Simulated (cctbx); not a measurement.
## Resonant diffraction in Lu2Ga9Ni3

Space group Cmcm (no. 63), a = 12.7730 Å, b = 7.4400 Å, c = 9.1990 Å, α = 90.00°, β = 90.00°, γ = 90.00°.

```csv
atom,mult.,x,y,z,Ueq (Å²)
Lu1,8,0.8318,0.1622,1/4,0.0086
Ga1,8,0.6089,0.0548,1/4,0.0104
Ga2,4,1/2,0.3670,1/4,0.0085
Ga3,8,1/2,0.8401,0.4399,0.0079
Ga4,16,0.8351,0.1590,0.5750,0.0114
Ni1,8,0.6773,0,1/2,0.0111
Ni2,4,0,0,1/2,0.0098
```

The model is made up (kin elements in a known structure type, no relaxation), so it says nothing on whether the phase exists.

Calculated with cctbx: free-atom f′ and f″ from the Sasaki tables, no fine structure; amplitudes in electrons.

```
E (eV)  F 0 2 0  F 3 1 1  F 0 0 2  F 2 0 2
  8644     54.3    200.5    101.0    100.8
  8994     38.7    189.4     76.8     93.3
  9124     32.0    179.4     62.3     87.1
  9184     28.0    170.4     50.6     81.6
  9214     25.1    160.9     39.1     75.8
  9229     23.4    151.5     28.2     70.0
  9236     22.9    143.1     19.2     64.9
  9240     23.3    134.3     12.2     59.5
  9248      7.7    143.9     42.9     67.2
  9252      2.0    154.3     44.7     73.1
  9259      3.9    163.2     49.1     78.3
  9274      9.0    172.9     56.1     84.0
  9304     14.0    182.6     64.2     89.6
  9394     19.6    195.2     75.5     97.1
  9644     22.5    208.1     85.7    104.5
```

**Question.** Which edge is crossed, and why do the reflections move as they do?

The L3 edge of Lu. The edge is at 9244 eV. f′ of Lu falls from -12.0 e at 9124 eV to -18.9 e at 4 eV below it, and f″ steps from 3.76 to 10.53 e across it. Over that approach |F| changes by -27 % (0 2 0), -25 % (3 1 1), -80 % (0 0 2) and -32 % (2 0 2): a reflection falls where Lu scatters in phase with the total and rises where it scatters against it; it hardly moves where the Lu term is small or cancels by symmetry. Above the edge the larger f″ enters the imaginary part, where it can add to or cancel the other atoms' f″. The structure is centrosymmetric, so Friedel mates stay equal.

[Logs are printed without paths, hosts, clocks, repeated set-up lines and the standing remarks that a program may print on its own settings, such as how far it seeks lower states.]
